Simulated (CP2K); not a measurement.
Consider 3-fluorocarbonylfuran at its PBE geometry (Å).

```xyz
11

O     2.5372   -0.9081   -0.4871
C     1.8570   -0.1833    0.1912
F     2.4442    0.5936    1.1999
C     0.4155    0.0177    0.1084
C    -0.4414   -0.6123   -0.8633
C    -1.7009   -0.1779   -0.5971
O    -1.6952    0.6883    0.4849
C    -0.4015    0.7946    0.8986
H    -0.1271   -1.2938   -1.6448
H    -2.6727   -0.3606   -1.0376
H    -0.2152    1.4417    1.7469
```

Method: CP2K XAS_TDP, all-electron GAPW, PBEh(45%), aug-cc-pVDZ, TDA, GW2X-corrected core level, no relativity.

**Question.** Predict the bright core excitations at the C K edge.

Leading lines: C2 290.51 eV, C4 287.53 eV, C5 287.94 eV, C6 288.71 eV and C8 287.90 eV. The leading line of an atom is its first one with 35 % of the strongest within 2.5 eV of its lowest line over the strength cut. Core ionisation energies at this level: C5 292.96, C6 294.14, C8 294.48, C2 297.85 and C4 292.99 eV.

The first six lines of each atom with a strength over 0.0015:

```
                     atom  energy (eV)  states  strength, one atom  above the computed threshold
C2 (bonded to C, F and O)       290.51       1              0.0681                              
                                295.14       1              0.0457                              
                                295.65       1              0.0057                              
                                296.63       1              0.0118                              
                                297.18       1              0.0031                              
                                297.26       1              0.0035                              
       C4 (bonded to 3 C)       287.53       1              0.0228                              
                                290.08       1              0.0052                              
                                291.08       1              0.0320                              
                                291.30       1              0.0028                              
                                292.06       1              0.0016                              
                                292.43       1              0.0071                              
 C5 (bonded to 2 C and H)       287.94       1              0.0498                              
                                291.00       1              0.0090                              
                                291.89       1              0.0036                              
                                292.37       1              0.0046                              
                                292.84       1              0.0046                              
                                292.92       1              0.0064                              
C6 (bonded to C, O and H)       288.71       1              0.0529                              
                                291.86       1              0.0228                              
                                292.40       1              0.0196                              
                                293.06       1              0.0050                              
                                293.39       1              0.0032                              
                                293.44       1              0.0041                              
C8 (bonded to C, O and H)       287.90       1              0.0552                              
                                292.25       1              0.0209                              
                                293.03       1              0.0165                              
                                293.40       1              0.0078                              
                                293.80       1              0.0023                              
                                294.07       1              0.0031
```

Lines are vertical, at one geometry, with no vibrational structure. GW2X ionisation energies and lines can be off by 1 to 2 eV either way, and a good line position may hide errors that cancel. These values hold no scalar relativity, about 0.1 eV for C 1s. Rydberg lines, and the discretised continuum above threshold, depend on the basis and the box.

[Banner, clock and machine lines of the logs are left out without a mark of their own.]

[Logs are printed without paths, hosts, clocks, repeated set-up lines and the standing remarks that a program may print on its own settings, such as how far it seeks lower states.]

[Hosts, paths, dates, database ids (printed as entryN), source tags and the programs' standing remarks are cut or masked in the printed files.]
